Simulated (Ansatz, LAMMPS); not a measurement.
# Amorphous 14ZrO2-86SiO2 (mol %) (84 atoms): geometry optimisation

How does amorphous 14ZrO2-86SiO2 (mol %) (84 atoms) relax, and what do bonds, charges and levels look like afterwards?

Main program and level: Ansatz 0.2.0; Kohn-Sham DFT, PBE, PAW (set soft_2), plane waves.

Most raw output is cut from this account.

## Step 1: Set-up

The cell holds 84 atoms: 4 Zr, 24 Si and 56 O. Its edges and angles: a = 10.760 Å, b = 10.760 Å, c = 10.760 Å, α = 90.0°, β = 90.0°, γ = 90.0°. 84 atoms (4 Zr, 24 Si, 56 O) placed at random at 2.58 g/cm³, melted at 5000 K for 10 ps at fixed volume with the Morse and Coulomb pair potential with partial charges (Pedone, Malavasi, Menziani, Cormack and Segre, J. Phys. Chem. B 110, 11780 (2006)). Quenched from 5000 K to 300 K at 50 K/ps and fixed volume, held 5 ps, then minimised at fixed cell.

What the set-up can't give: The quench rate of 50 K/ps is many orders above laboratory rates, so the cell is likely richer in defects and strain than a real sample. The network of bonds at the start is that of the classical potential that made the cell. Only the Γ point is sampled in the main run, in a cell whose shortest periodic width is 11 Å.

## Step 2: How the cell was made

A classical potential supplies the starting structure, since it reaches far longer times than DFT.

This step: classical MD, Morse and Coulomb pair potential with partial charges (Pedone, Malavasi, Menziani, Cormack and Segre, J. Phys. Chem. B 110, 11780 (2006)) (LAMMPS 22 Jul 2025 - Update 4).

in.lmp

```
# melt-quench of Zr4Si24O56
units metal
atom_style charge
boundary p p p
region box block 0 10.7601 0 10.7601 0 10.7601
create_box 3 box
mass 1 91.2240   # Zr
mass 2 28.0850   # Si
mass 3 15.9990   # O
create_atoms 1 random 4 40749 NULL overlap 1.5 maxtry 2000
create_atoms 2 random 24 40756 NULL overlap 1.5 maxtry 2000
create_atoms 3 random 56 40763 NULL overlap 1.5 maxtry 2000
pair_style hybrid/overlay pedone 5.5 coul/long 8.0
pair_coeff * * coul/long
pair_coeff 1 3 pedone 0.206237 2.479675 2.436997 1   # Zr-O
pair_coeff 2 3 pedone 0.340554 2.006700 2.100000 1   # Si-O
pair_coeff 3 3 pedone 0.042395 1.379316 3.618701 22   # O-O
set type 1 charge 2.4
set type 2 charge 2.4
set type 3 charge -1.2
kspace_style pppm 1.0e-4
neigh_modify delay 0 every 1 check yes
thermo_style custom step time temp pe press density
thermo_modify norm yes
timestep 0.002
thermo 100
min_style cg
minimize 1e-4 1e-4 200 2000
reset_timestep 0
velocity all create 5000 40750 mom yes dist gaussian
fix lim all nve/limit 0.05
fix lan all langevin 5000 5000 0.2 40751 zero yes
thermo 500
run 1000 post no
# [... 10 lines left out ...]
thermo 1250
fix md all nvt temp 300 300 0.2
run 2500 post no
unfix md
thermo 100
min_style cg
minimize 0 1e-3 2000 20000
write_dump all custom glass.dump id type xs ys zs modify sort id
```

Started as:

```bash
> lmp -in in.lmp -log none -nocite
```

Wall time 22 s (1 thread of Arm Neoverse V1, shared host); peak memory 0.072 GiB.

## Step 3: Single point at the start

A single point comes first, to see the forces before anything moves.

input.yaml

```yaml
crystal:
  lattice:
    - [10.7601, 0.0, 0.0]
    - [0.0, 10.7601, 0.0]
    - [0.0, 0.0, 10.7601]
  atoms:
    - { symbol: Zr, position: [0.53307, 0.3033, 0.12309] }
    - { symbol: Zr, position: [0.52443, 0.21392, 0.69435] }
    - { symbol: Zr, position: [0.80546, 0.91904, 0.39829] }
    - { symbol: Zr, position: [0.67558, 0.50967, 0.79398] }
    - { symbol: Si, position: [0.32599, 0.64663, 0.20497] }
    - { symbol: Si, position: [0.82241, 0.79206, 0.11027] }
    - { symbol: Si, position: [0.39274, 0.2636, 0.40865] }
    - { symbol: Si, position: [0.1048, 0.06946, 0.01145] }
[... 72 atom lines left out ...]
    - { symbol: O, position: [0.76115, 0.36038, 0.43423] }
    - { symbol: O, position: [0.64111, 0.82615, 0.41371] }
    - { symbol: O, position: [0.76855, 0.68238, 0.77443] }
    - { symbol: O, position: [0.86112, 0.58011, 0.51306] }
kpoints:
  mp_grid: { grid: [1, 1, 1] }
hamiltonian:
  xc: pbe
scf:
  occupations: { method: fermi_dirac, width: 0.025 }
output:
  forces: true
```

Started as:

```bash
> ansatz run input.yaml --threads 4 --pin off --max-ram 8192MiB --backend cpu --events-out ev --progress --plain --runs-dir out
```

Wall time 14 s (4 threads of Arm Neoverse V1, shared host); peak memory 1.4 GiB; 48 s of CPU time.

The run gave:

```
free energy            : -63859.0987 eV
free energy per atom   : -760.2274 eV/atom
SCF cycles             : 10
r.m.s. force component : 0.8496 eV/Å
longest force          : 3.681 eV/Å
Fermi energy           : 4.475 eV
```

The r.m.s. force component of 0.85 eV/Å sets the starting point.

Neighbours are counted within 2.16 Å (O-Si), 2.82 Å (O-Zr).

Length of the force by element and coordination:

```tsv
element	coordination	atoms	mean length of the force (eV/Å)	spread	least	most
O	all	56	1.23	0.784	0.188	3.68
O	2	54	1.26	0.785	0.188	3.68
O	3	2	0.490	0.0316	0.458	0.521
Si	all	24	1.34	0.673	0.233	2.61
Zr	all	4	1.36	0.403	0.684	1.67
Zr	4	2	1.54	0.124	1.41	1.66
Zr	5	2	1.18	0.495	0.684	1.67
```

## Step 4: Cell and atoms relaxed

Cell and atoms are freed together, to release stress as well as forces.

Changes to input.yaml since step 3:

```diff
@@ -15 +15,5 @@
   forces: true
+relax:
+  f_tol: 0.04
+  max_steps: 250
+  cell: {}
```

Elapsed: 4.5 min, on 4 threads; peak memory 1.4 GiB.

Step by step:

```tsv
step	energy less that of the first step (eV)	largest force component (eV/Å)	pressure (GPa)	volume (Å³)
1	0.0000	2.8039	-0.45	1245.80
2	-2.1010	1.5105	1.11	1223.69
3	-3.0812	0.9189	0.43	1216.31
4	-3.6392	1.0925	0.31	1193.40
5	-3.7463	0.6964	0.02	1193.86
6	-3.8374	0.2257	-0.01	1196.65
7	-3.8496	0.2874	0.00	1194.17
8	-3.8651	0.1211	0.02	1195.37
9	-3.9072	0.2836	0.07	1194.66
10	-3.8087	1.8267	0.09	1194.93
11	-3.9388	0.2545	-0.04	1196.97
12	-3.9644	0.1445	0.04	1197.84
13	-3.9941	0.2064	-0.04	1203.82
14	-4.0065	0.1589	0.01	1203.34
15	-4.0022	0.1723	-0.02	1202.21
16	-4.0133	0.1924	0.03	1203.38
17	-4.0193	0.0690	0.02	1203.43
18	-4.0183	0.1954	0.01	1203.26
19	-4.0202	0.0144	0.00	1203.59
20*	-3.9438	0.0144	-0.14	1203.59
21	-3.9567	0.0359	0.01	1200.94
22*	-3.9499	0.0358	0.00	1200.94
```

Relaxation steps marked * repeat the geometry before them on a plane-wave basis chosen anew for their cell, so energy and pressure can jump there. Relaxation steps 10, 15, 18 were tried and not accepted.

```tsv
cell as run	before	after	change
a (Å)	10.760	10.553	-1.9 %
b (Å)	10.760	10.800	+0.4 %
c (Å)	10.760	10.553	-1.9 %
α (°)	90.00	92.09	+2.3 %
β (°)	90.00	90.85	+0.9 %
γ (°)	90.00	92.16	+2.4 %
volume (Å³/atom)	14.83	14.30	-3.6 %
```

The atoms that moved most (Å, as changes of fractional coordinates times the final cell):

```tsv
atom	dx	dy	dz	length
Si23	-0.080	0.273	0.583	0.649
O38	-0.014	-0.334	-0.122	0.355
O54	0.161	0.074	-0.299	0.347
O33	0.236	0.073	-0.234	0.340
O41	0.027	0.322	-0.001	0.323
O50	0.041	-0.151	0.257	0.301
O57	-0.238	-0.167	0.024	0.292
O44	0.052	0.199	0.203	0.289
```

The relaxation changed the energy by -47.0 meV/atom, and atoms moved by 0.19 Å r.m.s., 0.65 Å at most.

## Step 5: Local order after relaxation

Bonds before and after, by the cutoffs listed below:

```tsv
pair	bonds before	bonds after	mean before (Å)	mean after (Å)	spread before (Å)	spread after (Å)
O-Si	96	96	1.633	1.641	0.064	0.049
O-Zr	18	18	2.060	2.013	0.029	0.060
```

Density 2.68 g/cm³, 14.30 Å³ an atom.

g(r), total and by pair (bins of 0.2 Å):

```tsv
r (Å)	total	O-O	O-Si	O-Zr	Si-Si	Si-Zr	Zr-Zr
1.50	0.44	0.00	1.15	0.00	0.00	0.00	0.00
1.70	4.33	0.00	11.36	0.00	0.00	0.00	0.00
1.90	0.36	0.00	0.20	4.49	0.00	0.00	0.00
2.10	0.32	0.00	0.00	5.03	0.00	0.00	0.00
2.30	0.00	0.00	0.00	0.00	0.00	0.00	0.00
2.50	0.39	0.88	0.00	0.00	0.00	0.00	0.00
2.70	2.39	5.28	0.10	0.00	0.00	0.00	0.00
2.90	0.71	1.10	0.17	0.00	1.92	0.00	0.00
3.10	0.69	0.63	0.37	0.00	3.28	0.00	0.00
3.30	0.91	0.79	0.72	0.20	2.37	2.69	0.00
3.50	0.66	0.40	0.83	0.69	0.13	3.70	4.67
3.70	0.84	0.51	1.38	0.93	0.24	0.38	0.00
3.90	1.09	0.74	1.64	1.25	0.65	0.32	0.00
4.10	1.42	0.76	2.29	2.44	0.49	0.58	0.00
4.30	1.11	0.98	1.45	0.82	0.64	0.81	0.00
4.50	0.87	0.91	0.58	1.69	1.23	0.99	5.84
4.70	1.12	1.32	0.71	1.46	1.36	2.01	0.00
4.90	1.01	1.29	0.80	0.54	0.82	1.05	0.00
5.10	1.10	1.34	0.87	0.58	1.59	0.38	0.00
```

Bonds by pair of elements; cutoffs follow the first minimum of g(r), held within bounds set by covalent radii, and pairs that aren't listed don't count as bonded:

```tsv
pair A-B	cutoff (Å)	bonds	mean length (Å)	spread (Å)	shortest (Å)	B about A	A about B
O-Si	2.16	96	1.64	0.049	1.57	1.71	4
O-Zr	2.82	18	2.01	0.06	1.90	0.321	4.5
```

How many atoms have how many bonded neighbours:

```tsv
element	mean	2	3	4	5
O	2.04	54	2	0	0
Si	4	0	0	24	0
Zr	4.5	0	0	2	2
```

Bond angles (no mean is given where the spread exceeds 20°):

```tsv
angle	count	mean (°)	spread (°)
O-Si-O	144	109	5.2
Si-O-Si	43	143	16.7
O-Zr-O	32	-	-
Si-O-Zr	16	144	10.1
Zr-O-Zr	1	128	0
```

Oxygen atoms by the number of network formers (Si, P, Ge, B, Al, As, Ga) bound to them:

```tsv
network formers bound to O	O atoms	per cent
0	1	1.8
1	16	28.6
2	37	66.1
3	2	3.6
```

Network units: each former by its oxygen neighbours and how many of them bridge to another former:

```tsv
former	O neighbours	bridging O	atoms
Si	4	2	3
Si	4	3	10
Si	4	4	11
```

Bond length by coordination (bonds to H left out):

```tsv
element	coordination	atoms	mean bond length (Å)
O	2	54	1.69
O	3	2	1.80
Zr	4	2	1.97
Zr	5	2	2.04
```

Rings of the network by King's shortest-path rule, up to 12 atoms, one path for each pair of neighbours; H, halogens, alkali and alkaline-earth atoms are left out, and the last column divides by all other atoms, bonded or not:

```tsv
ring size (atoms)	rings	per network atom
8	10	0.119
10	7	0.083
12	25	0.298
```

For some of the pairs, g(r) has its first main peak near 2.7 Å (O-O), 1.6 Å (O-Si), 2.0 Å (O-Zr), 3.1 Å (Si-Si) and 3.4 Å (Si-Zr). With the cutoffs above, 96 % of O atoms have 2, all Si atoms have 4 and 50 % of Zr atoms have 4 and as many 5 bonded neighbours. The O-Si-O angle averages 109° with a spread of 5°. Counting bonds to Si alone, not to Zr, 66 % of the oxygens join two of these atoms and 29 % one; 4 % join three; 2 % join none. The commonest Si unit has 4 oxygens, 4 of them shared with other formers (11 of 24 atoms). Rings of 12 atoms are the most common (60 % of those counted); sizes run from 8 to 12, where the search stops.

## Step 6: Single point at the relaxed geometry

One more single point at the end of the walk gives the fuller output and checks the residual forces.

input.yaml

```yaml
crystal:
  lattice:
    - [10.55062, -0.2017, -0.08017]
    - [-0.2017, 10.79673, -0.19536]
    - [-0.08017, -0.19536, 10.55064]
  atoms:
    - { symbol: Zr, position: [0.54149, 0.30324, 0.12892] }
    - { symbol: Zr, position: [0.50823, 0.22089, 0.69931] }
    - { symbol: Zr, position: [0.80466, 0.93872, 0.39394] }
    - { symbol: Zr, position: [0.66858, 0.51104, 0.79131] }
    - { symbol: Si, position: [0.3204, 0.64551, 0.2074] }
    - { symbol: Si, position: [0.82542, 0.80582, 0.10794] }
    - { symbol: Si, position: [0.38999, 0.26386, 0.4106] }
    - { symbol: Si, position: [0.11451, 0.06212, 0.00838] }
[... 72 atom lines left out ...]
    - { symbol: O, position: [0.76646, 0.36872, 0.42961] }
    - { symbol: O, position: [0.64831, 0.83313, 0.41407] }
    - { symbol: O, position: [0.7685, 0.68136, 0.78343] }
    - { symbol: O, position: [0.86803, 0.5882, 0.52147] }
kpoints:
  mp_grid: { grid: [1, 1, 1] }
hamiltonian:
  xc: pbe
scf:
  occupations: { method: fermi_dirac, width: 0.025 }
output:
  forces: true
  stress: true
  populations: true
  dos:
    method: { smearing: { sigma: 0.08 } }
    de: 0.05
    projected: { site_lists: { O: [O], Si: [Si], Zr: [Zr] } }
  eigenvalues: true
  write_density: true
  write_potential: true
  volumetric_format: npy
```

Elapsed: 22 s, on 4 threads; peak memory 1.4 GiB; 80 s of CPU time.

The program notes that the exchange-correlation potential is rough where the density is thin.

Read from the output:

| Property | Result |
| --- | --- |
| free energy | -63863.0486 eV |
| free energy per atom | -760.2744 eV/atom |
| SCF cycles | 10 |
| pressure | 0.0006586 GPa |
| r.m.s. force component | 0.00772 eV/Å |
| longest force | 0.04468 eV/Å |
| Fermi energy | 5.133 eV |
| gap (highest filled to lowest empty level) | 4.33 eV |
| spilling of the projection | 0.01185 |

Löwdin charges by element and coordination (they lack the spilled electrons, 0.068 e an atom on average):

```tsv
element	coordination	atoms	mean charge (e)	spread	least	most
O	all	56	-0.766	0.0316	-0.802	-0.650
O	2	54	-0.768	0.031	-0.802	-0.650
O	3	2	-0.723	0.0013	-0.724	-0.721
Si	all	24	1.76	0.0237	1.70	1.80
Zr	all	4	1.59	0.02	1.57	1.62
Zr	4	2	1.60	0.0263	1.57	1.62
Zr	5	2	1.59	0.007	1.58	1.59
```

States in the cell by windows of 1 eV, zero at the Fermi level; the larger projections on atomic orbitals stand beside the total:

```tsv
from (eV)	to (eV)	total	O p	Si p	Zr d
-18	-17	1.8	0.0	0.0	0.2
-17	-16	0.2	0.0	0.0	0.0
-16	-13	0.0	0.0	0.0	0.0
-13	-12	0.5	0.4	0.0	0.0
-12	-11	11.9	7.8	0.5	0.0
-11	-10	12.9	8.8	1.0	0.0
-10	-9	16.8	12.0	2.1	0.1
-9	-8	27.5	21.0	5.2	0.1
-8	-7	21.5	16.4	3.3	0.7
-7	-6	34.9	27.4	3.5	1.5
-6	-5	50.6	43.7	2.9	1.2
-5	-4	72.8	66.0	2.1	2.1
-4	-3	62.7	58.9	0.9	1.3
-3	-2	24.0	22.8	0.3	0.4
-2	2	0.0	0.0	0.0	0.0
2	3	9.4	1.0	0.4	5.6
3	4	24.9	3.1	1.9	14.8
4	5	19.7	2.3	4.3	4.1
```

Between -26 and -18 eV lie 110 more states.

The stored curve holds about 448 of the 480 electrons; the rest, give or take the few that broadening carries across the Fermi level, lie in deeper levels below its range.

The levels nearest the highest filled one (over half full), pooled over k-points and spins:

```tsv
level less the highest filled one (eV)	occupation
-0.527	2
-0.497	2
-0.452	2
-0.417	2
-0.283	2
0	2
4.33	0
4.59	0
4.84	0
4.92	0
5.18	0
5.23	0
```

Electrostatic potential energy in the ac plane at fractional y = 0.508, with atoms of Zr and Si and O within 0.2 Å of it. With pseudopotentials it is smooth inside the atoms' cores, unlike the true potential.

Values in eV, 13 rows by 16 columns, each cell a mean:
```
-40 -15   5   6   1 -27 -50 -25   4   8   7   5 -20  -6   2  -7
  0  -3  -2 -23 -36 -10 -16  -9  -9  -1 -18 -14  -5   5   7   6
  6   1   1 -10 -18   2   6   7   3 -18 -50 -46  -7   7   8   8
  4   5   5  -4 -14  -2   7   9   7  -5 -28 -22   0   7   7   5
-24   1   6   2 -12  -3   8  10  10  -2 -25  -2   7   7  -1 -27
-37  -6   6   7   5   7  10  10  10  -4 -33 -16  -6   3  -6 -42
-13 -40 -11   4   6   9  10  10  10   8  -8 -45 -41  -2   4  -2
  5 -10 -12 -17  -1   8  10  10  10   8   0 -21 -17   3   9   9
  9   5  -5 -13 -15   5   9   9   9   8   6   6   7   8   9  10
  9   8   7   5   2   7   8   9   8   5   5   7   9   9  10  10
 10   9   9   8   7   7   8   9  -2 -23  -2   7   9  10  10  10
  9  10   9   9   8   7   7   8  -5 -29   0  10  10   9   9   9
 -7   4   9   9   6  -4 -18  -4   7   9  10  10   9   7   3   2
```
Columns run along a (10.6 Å; values clipped at the 3rd and 97th percentile), rows up along c (10.6 Å). Atoms in or near the plane, at fractional coordinates: Zr at (0.67, 0.79), Si at (0.98, 0.59), Si at (0.73, 0.48), Si at (0.40, 0.95), O at (0.25, 0.86), O at (0.58, 0.14), O at (0.03, 0.96), O at (0.09, 0.48), O at (0.64, 0.60).

Valence density in the ac plane at fractional y = 0.508, with atoms of Zr and Si and O within 0.2 Å of it. It is the smooth field of the valence electrons, not physical close to the nuclei.

Values in e/Å³, 13 rows by 16 columns, each cell a mean:
```
5.2 2.2 0.2 0.3 0.5 0.3 0.1 0.4 0.4 0.1 0.1 0.5 2.5 1.3 0.3 1.2
0.7 0.5 0.4 2.9 4.5 0.8 0.3 1.1 1.4 0.5 1.1 1.1 1.0 0.5 0.1 0.2
0.1 0.2 0.2 1.4 2.2 0.4 0.1 0.3 0.5 1.2 3.7 3.2 0.5 0.1 0.0 0.0
0.3 0.3 0.1 0.2 0.5 0.3 0.1 0.0 0.1 0.4 1.9 1.4 0.2 0.0 0.1 0.2
0.3 0.2 0.1 0.3 1.3 1.0 0.1 0.0 0.1 1.1 3.4 1.0 0.1 0.1 0.2 0.3
0.5 0.8 0.3 0.1 0.5 0.3 0.1 0.0 0.1 1.4 4.3 1.4 0.3 0.3 0.5 0.2
1.6 5.2 1.7 0.2 0.1 0.0 0.0 0.0 0.0 0.1 0.4 0.3 0.3 0.5 0.4 0.3
0.5 1.6 0.8 0.3 0.3 0.1 0.0 0.0 0.0 0.1 0.4 0.4 0.2 0.1 0.1 0.1
0.0 0.1 0.2 0.8 1.7 0.5 0.1 0.0 0.0 0.1 0.5 0.4 0.1 0.0 0.0 0.0
0.0 0.0 0.1 0.3 0.7 0.3 0.0 0.0 0.1 0.2 0.2 0.1 0.0 0.0 0.0 0.0
0.0 0.0 0.0 0.0 0.1 0.1 0.0 0.1 1.1 3.1 0.9 0.1 0.0 0.0 0.0 0.0
0.0 0.0 0.0 0.0 0.1 0.3 0.2 0.1 1.4 4.1 1.0 0.1 0.0 0.0 0.0 0.0
1.5 0.6 0.1 0.0 0.2 0.5 0.4 0.2 0.2 0.2 0.1 0.1 0.3 0.2 0.1 0.4
```
Columns run along a (10.6 Å), rows up along c (10.6 Å). Atoms in or near the plane, at fractional coordinates: Zr at (0.67, 0.79), Si at (0.98, 0.59), Si at (0.73, 0.48), Si at (0.40, 0.95), O at (0.25, 0.86), O at (0.58, 0.14), O at (0.03, 0.96), O at (0.09, 0.48), O at (0.64, 0.60).

Mean Löwdin charges: O -0.77, Si +1.76, Zr +1.59 e (they miss 1.2 % of the electrons, so they add up to more than the cell's charge). The largest share in the top eV of filled states is O p (96 % of the projected weight), and in the lowest eV of empty states Zr d (66 % of the projected weight).

Local excerpt of 12 atoms (numbers count through the whole input) about O72, whose charge lies farthest from its element's mean; x, y, z are measured from there.

```tsv
atom	x	y	z	distance (Å)	bonds	Löwdin charge (e)
O72	0.00	0.00	0.00	0.00	2	-0.65
Zr2	-1.43	-0.99	-0.77	1.90	4	1.57
Zr4	0.20	2.10	0.13	2.11	5	1.58
O71	1.42	1.58	1.67	2.70	2	-0.75
O79	-0.05	2.11	-1.88	2.83	2	-0.74
O35	-2.77	0.43	-0.51	2.85	2	-0.72
O70	-1.55	2.66	0.96	3.22	2	-0.73
O78	-1.51	-0.79	-2.74	3.23	2	-0.72
O34	2.84	0.86	-1.37	3.27	2	-0.78
O53	-2.50	0.47	2.28	3.42	2	-0.78
O60	-1.89	-2.89	-0.27	3.47	2	-0.78
O31	3.33	-0.24	1.01	3.49	2	-0.79
```

The column of bonds counts only the pairs O-Si within 2.16 Å, O-Zr within 2.82 Å; other neighbours, such as metal atoms beside each other in a compound, aren't counted, and periodic images can show an atom twice.

## Step 7: K-mesh 2×2×2

A denser mesh tests the sampling of the Brillouin zone.

Changes to input.yaml since step 6:

```diff
@@ -8,3 +8,3 @@
 kpoints:
-  mp_grid: { grid: [1, 1, 1] }
+  mp_grid: { grid: [2, 2, 2] }
 hamiltonian:
@@ -22,4 +22 @@
   eigenvalues: true
-  write_density: true
-  write_potential: true
-  volumetric_format: npy
```

It took 2.9 min on 4 threads; peak memory 6 GiB.

The program notes that it cut back its work space to fit the memory limit.

Geometry and reference: those of the single point at the relaxed geometry.

Forces differ from those of the single point at the relaxed geometry by 4.6 meV/Å r.m.s.; the energy by -0.59 meV/atom and the gap by -0.0068 eV. It took 2.9 min and 10 cycles; the reference's time can't be set against it, since the two runs asked for unlike analyses.

[end of part 1 of 2]

[Logs are printed without paths, hosts, clocks, repeated set-up lines and the standing remarks that a program may print on its own settings, such as how far it seeks lower states.]

[Hosts, paths, dates, database ids (printed as entryN), source tags and the programs' standing remarks are cut or masked in the printed files.]
